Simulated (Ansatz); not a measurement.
**A hypothetical structure for LuVGe2**

This structure for LuVGe2 is made up. Its elements were placed in a known structure type with a cell scaled to their sizes. What cell does the guess relax to, and how far off was it?

Calculated with Ansatz 0.2.0; DFT, PBE, plane-wave PAW, files of the set soft_1, scalar-relativistic, ferromagnetic start, cell and ions relaxed at zero pressure; PAW set soft_1, in the first sound run; inputs show where later runs differ.

### 1. Starting point

Symmetry: Cmcm, No. 63, orthorhombic system. Conventional cell: a = 4.091 Å, b = 17.104 Å, c = 4.109 Å, α = 90.00°, β = 90.00°, γ = 90.00°. Nearest to Lu lie 4 V at 3.11 Å and 10 Ge at 3.11 to 3.37 Å. Nearest to Ge lie 1 V at 2.26 Å and 2 Ge at 2.56 Å and 6 Lu at 3.12 to 3.37 Å. Nearest to Ge lie 4 V at 2.39 to 2.41 Å and 4 Ge at 2.90 Å and 4 Lu at 3.11 to 3.15 Å. Nearest to V lie 5 Ge at 2.26 to 2.41 Å and 4 Lu at 3.11 Å. Farther neighbours are not listed.

### 2. Relaxation of the guess

The guess takes its coordinates from another compound and its volume from a rule, so the cell and any free coordinates are relaxed together.

input.yaml reads:

```yaml
crystal:
  lattice:
    - [2.0455, -8.552, 0.0]
    - [2.0455, 8.552, 0.0]
    - [0.0, 0.0, 4.109]
  atoms:
    - { symbol: Lu, position: [0.8882, 0.1118, 0.75] }
    - { symbol: Lu, position: [0.1118, 0.8882, 0.25] }
    - { symbol: Ge, position: [0.5445, 0.4555, 0.75] }
    - { symbol: Ge, position: [0.4555, 0.5445, 0.25] }
    - { symbol: Ge, position: [0.2514, 0.7486, 0.75] }
    - { symbol: Ge, position: [0.7486, 0.2514, 0.25] }
    - { symbol: V, position: [0.6769, 0.3231, 0.75], spin: 2.0 }
    - { symbol: V, position: [0.3231, 0.6769, 0.25], spin: 2.0 }
magnetization:
  spin_polarized: true
kpoints:
  mp_grid: { grid: [7, 7, 7] }
scf:
  occupations: { method: fermi_dirac, width: 0.05 }
hamiltonian:
  xc: pbe
  pseudopotentials: { kind: paw, azcp: { folder: soft_1 } }
relax:
  f_tol: 0.015
  max_steps: 70
  cell: {}
output:
  forces: true
  stress: true
```

Launch:

```sh
$ ansatz run input.yaml --threads 4 --pin off --max-ram 10240MiB --backend cpu --events-out ev --progress --plain --runs-dir out
```

Numbers of over 12 decimals in the logs are rounded to 6 here.

Output:

```text
basis.fft_grid_basis auto: the FFT boxes are laid along the combinations [[1, 1, 0], [0, 1, 0], [0, 0, 1]] of the cell's own vectors, 4.091, 8.793 and 4.109 Å long. The dense box has 30×60×30 points. Along the cell's own vectors, as sized, it would have 60×60×30, 2.00 times as many. Of the 8 symmetry operations that the crystal satisfies within crystal.symmetry.tolerance (time reversal apart; of a slab, those that ke [...]
Engine: ansatz 0.2.0, aarch64-unknown-linux-gnu
Pseudopotentials: kind: paw
Pseudopotential: Lu, paw, valence charge 25, recommended cutoff 420 eV (normal), soft_1/Lu.paw.azcp
Pseudopotential: Ge, paw, valence charge 14, recommended cutoff 420 eV (normal), soft_1/Ge.paw.azcp
Pseudopotential: V, paw, valence charge 13, recommended cutoff 420 eV (normal), soft_1/V.paw.azcp
Functional definition: PBE
  parameter kappa = 0.804
  parameter beta = 0.066725
  exchange = pbe_x(kappa = kappa, mu = beta*pi^2/3)
  correlation = pbe_c(beta = beta)
Crystal: 8 atoms, lattice volume = 143.758 Å³
Basis set: ecut = 420 eV, 2823 PW (Γ), FFT grids on a1+a2, a2, a3, exchange–correlation on 60×120×60 points (8 copies of the dense FFT grid, shifted against one another)
Bands: 82, of which v1, the nominal top of the filled ones, is band 66 counted from 1 (65 counted from 0)
Symmetry: 8 space group operations
Space group: Cmcm (ITA 63), of the structure as read, at distance tolerance 5.2e-5 Å
Magnetic group: BNS 63.457 (UNI 555), of the structure as read, at distance tolerance 5.2e-5 Å
k-points: 64 of 343
Non-local potential: Lu, projectors of the file, l = 0: 3, l = 1: 2, l = 2: 2, l = 3: 3
Non-local potential: Ge, projectors of the file, l = 0: 2, l = 1: 2, l = 2: 3, l = 3: 1
Non-local potential: V, projectors of the file, l = 0: 3, l = 1: 2, l = 2: 3, l = 3: 1
PAW form: soft (Blöchl's): semilocal exchange-correlation on the pseudo side does not see the compensation charge
PAW one-centre angular grid: Lu, 590 points (default); XC on 64 Gauss nodes
PAW one-centre angular grid: Ge, 590 points (default); XC on 64 Gauss nodes
PAW one-centre angular grid: V, 590 points (default); XC on 64 Gauss nodes
Initial density: superposition of atomic densities (chi_scale 0.1, normalization cell, long waves kept (reshape's long-wave potential 0.16 eV rms))
Starting moments: Σ|m| = 4 μB on 2 of 8 sites
Initial wavefunctions: pseudopotential atomic-orbital guess
Functional: x = pbe(κ = 0.804, μ = 0.219515), c = pbe(β = 0.066725)
iter 1 solved again at ethr=2.85e-3 eV; its pass at ethr=3.10e-3 eV (dr2=3.76e0 eV) is discarded
SCF iter   1: F=—  HF=-52470.918979 eV  |F-HF|=—  |Δ(HF+E_count)|=         —  Δρ=3.47e-2 (↑3.47e-2 ↓1.92e-2)  dr2=3.77e0  dr2_m=2.75e-1  M=3.518 μB ∫|m|=3.746 μB  β_m=0.30  ethr=2.85e-3  ⟨swp⟩=1.6  Hψ=53533  notcnv=0
Mixer restart at iter 1: flushing history
preconditioner: auto → Kerker (q_TF=auto, 2.690 Å⁻¹)  [metal: Δε(μ)=0.002 eV  Ē_g=16.475 eV  σ=0.050 eV  W_gap=0.01  n_scr=48 (ndim 8)  ℏωp=32.8 eV  f_vac=0.000  D(μ)=6.15/eV (n_scr^D=48)]
spin=Collinear: Kerker preconditioning applied to the charge; magnetization (m = ρ↑ − ρ↓) channel mixes plain (no charge-response kernel on spin).
SCF iter   2: F=—  HF=-52469.951406 eV  |F-HF|=—  |Δ(HF+E_count)|=   9.68e-1  Δρ=1.80e-2 (↑1.80e-2 ↓1.51e-2)  dr2=1.55e0  dr2_m=7.55e-2  M=3.615 μB ∫|m|=3.869 μB  β_m=0.45  ethr=2.85e-3  ⟨swp⟩=3.6  Hψ=22656  notcnv=0  defer=10
SCF iter   3: F=—  HF=-52470.748579 eV  |F-HF|=—  |Δ(HF+E_count)|=   7.97e-1  Δρ=1.14e-2 (↑1.03e-2 ↓1.14e-2)  dr2=1.38e0  dr2_m=6.71e-3  M=3.732 μB ∫|m|=4.013 μB  β_m=0.73  ethr=1.17e-3  ⟨swp⟩=3.0  Hψ=21484  notcnv=0  defer=669
SCF iter   4: F=—  HF=-52471.674709 eV  |F-HF|=—  |Δ(HF+E_count)|=   9.26e-1  Δρ=7.53e-3 (↑7.45e-3 ↓7.53e-3)  dr2=6.17e-1  dr2_m=1.30e-3  M=3.784 μB ∫|m|=4.066 μB  β_m=0.56  ethr=1.04e-3  ⟨swp⟩=4.0  Hψ=22438  notcnv=0  defer=669
SCF iter   5: F=—  HF=-52471.358918 eV  |F-HF|=—  |Δ(HF+E_count)|=   3.16e-1  Δρ=4.10e-3 (↑4.10e-3 ↓3.24e-3)  dr2=1.90e-1  dr2_m=6.81e-4  M=3.815 μB ∫|m|=4.100 μB  β_m=0.67  ethr=4.67e-4  ⟨swp⟩=3.9  Hψ=25744  notcnv=0  defer=588
SCF iter   6: F=—  HF=-52471.344717 eV  |F-HF|=—  |Δ(HF+E_count)|=         —  Δρ=1.26e-3 (↑1.26e-3 ↓1.07e-3)  dr2=3.78e-2  dr2_m=2.42e-4  M=3.859 μB ∫|m|=4.146 μB  β_m=0.67  ethr=1.44e-4  ⟨swp⟩=3.0  Hψ=22744  notcnv=0  defer=586
Mixer restart at iter 6: flushing history
SCF iter   7: F=—  HF=-52471.341675 eV  |F-HF|=—  |Δ(HF+E_count)|=   3.04e-3  Δρ=1.42e-3 (↑1.42e-3 ↓9.58e-4)  dr2=1.33e-2  dr2_m=2.15e-4  M=3.836 μB ∫|m|=4.121 μB  β_m=0.59  ethr=2.86e-5  ⟨swp⟩=3.0  Hψ=20935  notcnv=0  defer=586
SCF iter   8: F=—  HF=-52471.341900 eV  |F-HF|=—  |Δ(HF+E_count)|=   2.25e-4  Δρ=6.08e-4 (↑6.08e-4 ↓5.33e-4)  dr2=5.94e-3  dr2_m=1.76e-5  M=3.842 μB ∫|m|=4.127 μB  β_m=0.61  ethr=1.01e-5  ⟨swp⟩=2.1  Hψ=19769  notcnv=0  defer=586
SCF iter   9: F=—  HF=-52471.342531 eV  |F-HF|=—  |Δ(HF+E_count)|=   6.31e-4  Δρ=5.61e-4 (↑5.61e-4 ↓3.54e-4)  dr2=2.06e-3  dr2_m=7.22e-5  M=3.846 μB ∫|m|=4.130 μB  β_m=0.51  ethr=4.50e-6  ⟨swp⟩=2.1  Hψ=21306  notcnv=0  defer=580
SCF iter  10: F=—  HF=-52471.341873 eV  |F-HF|=—  |Δ(HF+E_count)|=   6.58e-4  Δρ=2.10e-4 (↑2.10e-4 ↓1.66e-4)  dr2=3.58e-4  dr2_m=6.78e-6  M=3.841 μB ∫|m|=4.124 μB  β_m=0.75  ethr=1.56e-6  ⟨swp⟩=2.0  Hψ=17468  notcnv=0  defer=579
SCF iter  11: F=—  HF=-52471.341808 eV  |F-HF|=—  |Δ(HF+E_count)|=   6.41e-5  Δρ=1.15e-4 (↑1.15e-4 ↓5.54e-5)  dr2=7.54e-5  dr2_m=3.09e-6  M=3.841 μB ∫|m|=4.124 μB  β_m=0.82  ethr=2.71e-7  ⟨swp⟩=2.1  Hψ=18331  notcnv=0  defer=579
SCF iter  12: F=—  HF=-52471.341839 eV  |F-HF|=—  |Δ(HF+E_count)|=   3.07e-5  Δρ=1.12e-4 (↑1.12e-4 ↓3.41e-5)  dr2=4.41e-5  dr2_m=2.80e-6  M=3.842 μB ∫|m|=4.125 μB  β_m=0.72  ethr=5.71e-8  ⟨swp⟩=2.0  Hψ=17799  notcnv=0  defer=579
SCF iter  13: F=—  HF=-52471.341837 eV  |F-HF|=—  |Δ(HF+E_count)|=   1.82e-6  Δρ=1.33e-5 (↑1.32e-5 ↓1.33e-5)  dr2=2.29e-6  dr2_m=8.92e-9  M=3.842 μB ∫|m|=4.125 μB  β_m=0.78  ethr=3.34e-8  ⟨swp⟩=2.0  Hψ=17499  notcnv=0  defer=579
SCF iter  14: F=—  HF=-52471.341837 eV  |F-HF|=—  |Δ(HF+E_count)|=   9.27e-8  Δρ=1.89e-5 (↑1.89e-5 ↓7.58e-6)  dr2=1.09e-6  dr2_m=7.82e-8  M=3.841 μB ∫|m|=4.124 μB  β_m=0.89  ethr=1.73e-9  ⟨swp⟩=2.7  Hψ=20466  notcnv=0  defer=579
SCF iter  15: F=—  HF=-52471.341837 eV  |F-HF|=—  |Δ(HF+E_count)|=   8.45e-8  Δρ=2.80e-6 (↑2.80e-6 ↓2.15e-6)  dr2=4.78e-8  dr2_m=7.79e-10  M=3.841 μB ∫|m|=4.125 μB  β_m=0.94  ethr=8.22e-10  ⟨swp⟩=2.0  Hψ=18437  notcnv=0  defer=579
[...]
relax step  13: F+E_penalty+E_count = -52472.49101776 eV  Δ(F+E_penalty+E_count) = -5.400e-4 eV  max|allowed force component| = 1.061e-2 eV/Å  Δτ_max = 0.0016 Å  P = +0.015 GPa  Ω = 152.645 Å³  energy of the carried Pulay correction = -4.977e-3 eV  (8 SCF iters, dr2 threshold 4.37e-7 eV, accepted)
relax step  14: F+E_penalty+E_count = -52472.53391015 eV  Δ(F+E_penalty+E_count) = -4.289e-2 eV  max|allowed force component| = 2.838e-2 eV/Å  Δτ_max = 0.0000 Å  P = +0.337 GPa  Ω = 152.645 Å³  stress off target by 9.64e-1 GPa  SCF on the basis re-selected at this cell (its energy is not comparable with the rows above)  (14 SCF iters)
relax step  15: F+E_penalty+E_count = -52472.53654726 eV  Δ(F+E_penalty+E_count) = -2.637e-3 eV  max|allowed force component| = 1.147e-2 eV/Å  Δτ_max = 0.0068 Å  P = -0.108 GPa  Ω = 153.271 Å³  energy of the carried Pulay correction = -2.775e-4 eV  (10 SCF iters, dr2 threshold 8.00e-7 eV, accepted)
relax step  16: F+E_penalty+E_count = -52472.53676831 eV  Δ(F+E_penalty+E_count) = -2.211e-4 eV  max|allowed force component| = 1.233e-3 eV/Å  Δτ_max = 0.0033 Å  P = -0.002 GPa  Ω = 153.058 Å³  energy of the carried Pulay correction = -1.853e-4 eV  (11 SCF iters, dr2 threshold 3.32e-8 eV, accepted)
iter 1 solved again at ethr=2.25e-7 eV; its pass at ethr=3.10e-3 eV (dr2=2.97e-4 eV) is discarded
SCF iter   1: F=—  HF=-52472.536850 eV  |F-HF|=—  |Δ(HF+E_count)|=         —  Δρ=6.62e-5 (↑6.62e-5 ↓5.56e-5)  dr2=5.27e-7  dr2_m=4.74e-8  M=3.049 μB ∫|m|=3.526 μB  β_m=0.65  ethr=2.25e-7  ⟨swp⟩=4.6  Hψ=82710  notcnv=0
preconditioner: auto → Kerker (q_TF=auto, 2.564 Å⁻¹)  [metal: Δε(μ)=0.016 eV  Ē_g=16.465 eV  σ=0.050 eV  W_gap=0.08  n_scr=50 (ndim 8)  ℏωp=31.8 eV  f_vac=0.000  D(μ)=4.87/eV (n_scr^D=36)]
spin=Collinear: Kerker preconditioning applied to the charge; magnetization (m = ρ↑ − ρ↓) channel mixes plain (no charge-response kernel on spin).
SCF iter   2: F=—  HF=-52472.536942 eV  |F-HF|=—  |Δ(HF+E_count)|=   9.13e-5  Δρ=2.38e-5 (↑2.38e-5 ↓2.01e-5)  dr2=7.35e-8  dr2_m=5.85e-9  M=3.049 μB ∫|m|=3.526 μB  β_m=0.64  ethr=3.99e-10  ⟨swp⟩=3.9  Hψ=27233  notcnv=0
SCF iter   3: F=—  HF=-52472.536955 eV  |F-HF|=—  |Δ(HF+E_count)|=   1.34e-5  Δρ=2.47e-6 (↑2.47e-6 ↓2.22e-6)  dr2=9.46e-9  dr2_m=7.93e-11  M=3.049 μB ∫|m|=3.526 μB  β_m=0.49  ethr=5.57e-11  ⟨swp⟩=3.0  Hψ=22236  notcnv=0
SCF iter   4: F=—  HF=-52472.536955 eV  |F-HF|=—  |Δ(HF+E_count)|=   8.01e-8  Δρ=5.58e-7 (↑5.58e-7 ↓4.36e-7)  dr2=9.72e-10  dr2_m=1.81e-11  M=3.049 μB ∫|m|=3.526 μB  β_m=0.55  ethr=7.17e-12  ⟨swp⟩=3.2  Hψ=25559  notcnv=0
SCF iter   5: F=—  HF=-52472.536956 eV  |F-HF|=—  |Δ(HF+E_count)|=   7.82e-7  Δρ=3.96e-7 (↑3.96e-7 ↓3.83e-7)  dr2=1.11e-9  dr2_m=3.65e-12  M=3.049 μB ∫|m|=3.526 μB  β_m=0.78  ethr=1.00e-12  ⟨swp⟩=2.4  Hψ=19680  notcnv=0
SCF iter   6: F=—  HF=-52472.536956 eV  |F-HF|=—  |Δ(HF+E_count)|=   3.85e-9  Δρ=3.35e-7 (↑3.18e-7 ↓3.35e-7)  dr2=1.68e-9  dr2_m=1.61e-12  M=3.049 μB ∫|m|=3.526 μB  β_m=0.89  ethr=1.00e-12  ⟨swp⟩=2.1  Hψ=18668  notcnv=0
SCF iter   7: F=—  HF=-52472.536956 eV  |F-HF|=—  |Δ(HF+E_count)|=   1.27e-9  Δρ=2.65e-7 (↑2.39e-7 ↓2.65e-7)  dr2=1.29e-9  dr2_m=1.99e-12  M=3.049 μB ∫|m|=3.526 μB  β_m=0.94  ethr=1.00e-12  ⟨swp⟩=2.2  Hψ=16548  notcnv=0
SCF iter   8: F=—  HF=-52472.536956 eV  |F-HF|=—  |Δ(HF+E_count)|=  5.02e-10  Δρ=2.19e-7 (↑2.19e-7 ↓1.17e-7)  dr2=1.09e-10  dr2_m=8.15e-12  M=3.049 μB ∫|m|=3.526 μB  β_m=0.79  ethr=1.00e-12  ⟨swp⟩=2.4  Hψ=19546  notcnv=0
SCF iter   9: F=—  HF=-52472.536956 eV  |F-HF|=—  |Δ(HF+E_count)|=  5.09e-11  Δρ=6.19e-8 (↑5.72e-8 ↓6.19e-8)  dr2=1.47e-11  dr2_m=2.60e-13  M=3.049 μB ∫|m|=3.526 μB  β_m=0.89  ethr=1.00e-12  ⟨swp⟩=2.1  Hψ=18003  notcnv=0
SCF iter  10: F=—  HF=-52472.536956 eV  |F-HF|=—  |Δ(HF+E_count)|=  2.91e-11  Δρ=3.69e-8 (↑3.69e-8 ↓1.80e-8)  dr2=5.48e-12  dr2_m=1.63e-13  M=3.049 μB ∫|m|=3.526 μB  β_m=0.87  ethr=1.00e-12  ⟨swp⟩=1.9  Hψ=11616  notcnv=0
SCF iter  11: F=-52472.536956 eV  HF=-52472.536956 eV  |F-HF|=0.00e0  |Δ(HF+E_count)|=    0.00e0  Δρ=2.88e-8 (↑2.88e-8 ↓2.55e-8)  dr2=7.53e-12  dr2_m=9.61e-15  M=3.049 μB ∫|m|=3.526 μB  ethr=1.00e-12  ⟨swp⟩=4.4  Hψ=45110  notcnv=0
SCF 17 converged in 11 iterations: F = -52472.536956 eV  dr2 = 7.53e-12
relax step  17: F+E_penalty+E_count = -52472.53695604 eV  Δ(F+E_penalty+E_count) = -1.877e-4 eV  max|allowed force component| = 1.223e-3 eV/Å  Δτ_max = 0.0000 Å  P = -0.003 GPa  Ω = 153.058 Å³  stress off target by 5.85e-3 GPa  SCF on the basis re-selected at this cell (its energy is not comparable with the rows above)  (11 SCF iters)
basis re-selected at this cell: Δ(F+E_penalty+E_count) = -1.877e-4 eV, ΔP = -0.002 GPa vs the last step (what re-selecting the basis moved, of the pressure what is left beyond the Pulay correction that the steps carried, after the strain that the cell walked since its last selection, with what the two solves' SCF thresholds leave and, on support functions, any second-order correction that the steps lacked; it is no m [...]
SCF converged after 11 iterations
Magnetization: 3.0489 μB (67.5245 up, 64.4755 down)
Absolute magnetization: 3.5221 μB (∫|ρ↑−ρ↓|, with the PAW one-centre terms)
Spin contamination: 0.1309 ħ² per cell (⟨S²⟩ above its minimum at these occupations)
Per-site moments (μB) at R_I (Å): [(0.021645, 1.201065), (0.021645, 1.201065), (-0.014883, 1.033368), (-0.014883, 1.033368), (-0.023591, 1.078458), (-0.023591, 1.078458), (1.238671, 1.033368), (1.238671, 1.033368)]
Free energy (F): -52472.536956 eV
Harris-Foulkes:  -52472.536956 eV  (|F-HF|=0.00e0)
Internal energy: -52472.497743 eV  (E = F + TS)
E sigma→0 (E₀):  -52472.517350 eV
Entropy (-TS):   -0.039213 eV (-4.902 meV/atom)
Fermi energy:    13.684725 eV
--- Per-component energies (eV) ---
  E_band       = -686.916894
  E_kinetic    = 1802.550579
  E_local      = -23441.588674  (includes V_loc(G=0)·N_el)
  E_nonlocal   = 2396.150711
  E_hartree    = 10325.532656
  E_xc         = -934.472538
  E_vxc        = -1059.961502  (∫ρ·V_xc dr)
  E_paw        = -25144.909894  (= ΣΔE_a)
  E_vpaw       = -1035.135389  (= ΣTr[D̂ρ^β])
  E_aug_tail   = 0.002117  (compensation charges beyond the density's cutoff)
  E_ewald      = -17475.762700
  E_smearing   = -0.039213  (= −TS)
  E_closure    = 0.000000  (closes the sum)
  Σ components = -52472.536956   (vs F -52472.536956, Δ=0.00e0)
--- Forces (eV/Å), atoms counted from 1 ---
  atom   1  Lu    -0.00000000     0.00039672    -0.00000000
  atom   2  Lu     0.00000000    -0.00039672     0.00000000
  atom   3  Ge    -0.00000000     0.00120855    -0.00000000
  atom   4  Ge     0.00000000    -0.00120855     0.00000000
  atom   5  Ge    -0.00000000     0.00122342    -0.00000000
  atom   6  Ge     0.00000000    -0.00122342     0.00000000
  atom   7  V     -0.00000000    -0.00006668    -0.00000000
  atom   8  V      0.00000000     0.00006668     0.00000000
  max |Σ_I F_I| component: 3.04e-18 eV/Å
--- Stress (GPa, compression-positive) ---
       -0.005849      -0.000000       0.000000
       -0.000000      -0.001160      -0.000000
        0.000000      -0.000000      -0.002837
  P = ⅓ Tr σ = -0.0033 GPa (-0.033 kbar)
--- Relaxed structure (15 steps of the walk, 15 accepted, 2 SCFs on fresh bases) ---
  F+E_penalty+E_count = -52472.53695604 eV   max|allowed force component| = 1.223e-3 eV/Å   (the final SCF, on the basis selected at the relaxed cell)
  cell:  # Å, volume = 153.0583 Å³
    - [1.963663, -10.140769, 1.1888967417818719e-17]
    - [1.963663, 10.140769, 1.188896741781875e-17]
    - [2.3882555424012297e-17, 0, 3.843163]
  atoms:
    - { symbol: Lu, position: [0.912317, 0.087683, 0.750000] }
    - { symbol: Lu, position: [0.087683, 0.912317, 0.25] }
    - { symbol: Ge, position: [0.540150, 0.459850, 0.750000] }
    - { symbol: Ge, position: [0.459850, 0.540150, 0.25] }
    - { symbol: Ge, position: [0.248923, 0.751077, 0.750000] }
    - { symbol: Ge, position: [0.751077, 0.248923, 0.25] }
    - { symbol: V, position: [0.663668, 0.336332, 0.750000] }
    - { symbol: V, position: [0.336332, 0.663668, 0.25] }
```

Elapsed: 12 min, on 4 threads of Arm Neoverse V2, shared host; peak memory 1.4 GiB; 46 min of CPU time.

Relaxation path:

```csv
step,energy less that of the first step (eV),largest force component (eV/Å),pressure (GPa),volume (Å³)
1,0.0000,1.4510,12.29,143.76
2,-0.6506,0.4911,0.05,160.56
3,-0.6835,0.2165,0.14,159.99
4,-0.7111,0.1569,0.27,159.12
5,-0.7229,0.1097,0.08,158.93
6,-0.7484,0.1895,-0.37,158.03
7,-0.8064,0.4104,-0.52,156.14
8,-0.9129,0.4145,-0.58,155.33
9,-1.0367,0.8573,0.09,151.52
10,-1.0818,0.3970,1.90,150.74
11,-1.1282,0.1885,-0.85,154.73
12,-1.1486,0.0415,0.19,152.34
13,-1.1492,0.0106,0.01,152.65
14*,-1.1921,0.0284,0.34,152.65
15,-1.1947,0.0115,-0.11,153.27
16,-1.1949,0.0012,0.00,153.06
17*,-1.1951,0.0012,0.00,153.06
```

Relaxation steps marked * repeat the geometry before them on a plane-wave basis chosen anew for their cell, so energy and pressure can jump there.

The run keeps the 8 symmetry operations that it works with, so distortions that break them were not tested.

```csv
cell as run,before,after,change
a (Å),8.793,10.329,+17.5 %
b (Å),8.793,10.329,+17.5 %
c (Å),4.109,3.843,-6.5 %
γ (°),153.10,158.08,+3.3 %
volume (Å³/atom),17.97,19.13,+6.5 %
```

The atoms that moved most (Å, as changes of fractional coordinates times the final cell):

```csv
atom,dx,dy,dz,length
Lu1,0.000,-0.489,0.000,0.489
Lu2,0.000,0.489,0.000,0.489
V7,0.000,0.268,0.000,0.268
V8,0.000,-0.268,0.000,0.268
Ge4,0.000,-0.088,0.000,0.088
Ge3,0.000,0.088,0.000,0.088
Ge5,0.000,0.050,0.000,0.050
Ge6,0.000,-0.050,0.000,0.050
```

This step gave:

| Quantity | Value |
| --- | --- |
| free energy | -52472.5370 eV |
| energy at zero smearing | -52472.5173 eV |
| smearing term TS | 0.03921 eV |
| Fermi energy | 13.68 eV |
| magnetization | 3.049 μB |
| absolute magnetization | 3.522 μB |
| site moments | 0.02164, 0.02164, -0.01488, -0.01488, -0.02359, -0.02359, 1.239, 1.239 μB |
| electrons | 132 |
| symmetry operations | 8 |
| pressure | -0.003282 GPa |

Site moment by atom:

```csv
atom,site moment (μB)
Lu1,0.02
Lu2,0.02
Ge3,-0.01
Ge4,-0.01
Ge5,-0.02
Ge6,-0.02
V7,1.24
V8,1.24
```

The shortest distance of each pair, which need not be the same contact before and after:

```csv
pair,guess (Å),relaxed (Å)
Ge–V,2.265,2.505
Ge–Ge,2.557,2.519
Ge–Lu,3.108,2.912
Lu–V,3.106,3.150
Lu–Lu,4.091,3.843
```

The relaxation ends with a largest force component of 0.0012 eV/Å and a pressure of 0.00 GPa.

[end of part 1 of 2]

[Logs are printed without paths, hosts, clocks, repeated set-up lines and the standing remarks that a program may print on its own settings, such as how far it seeks lower states.]

[Hosts, paths, dates, database ids (printed as entryN), source tags and the programs' standing remarks are cut or masked in the printed files.]
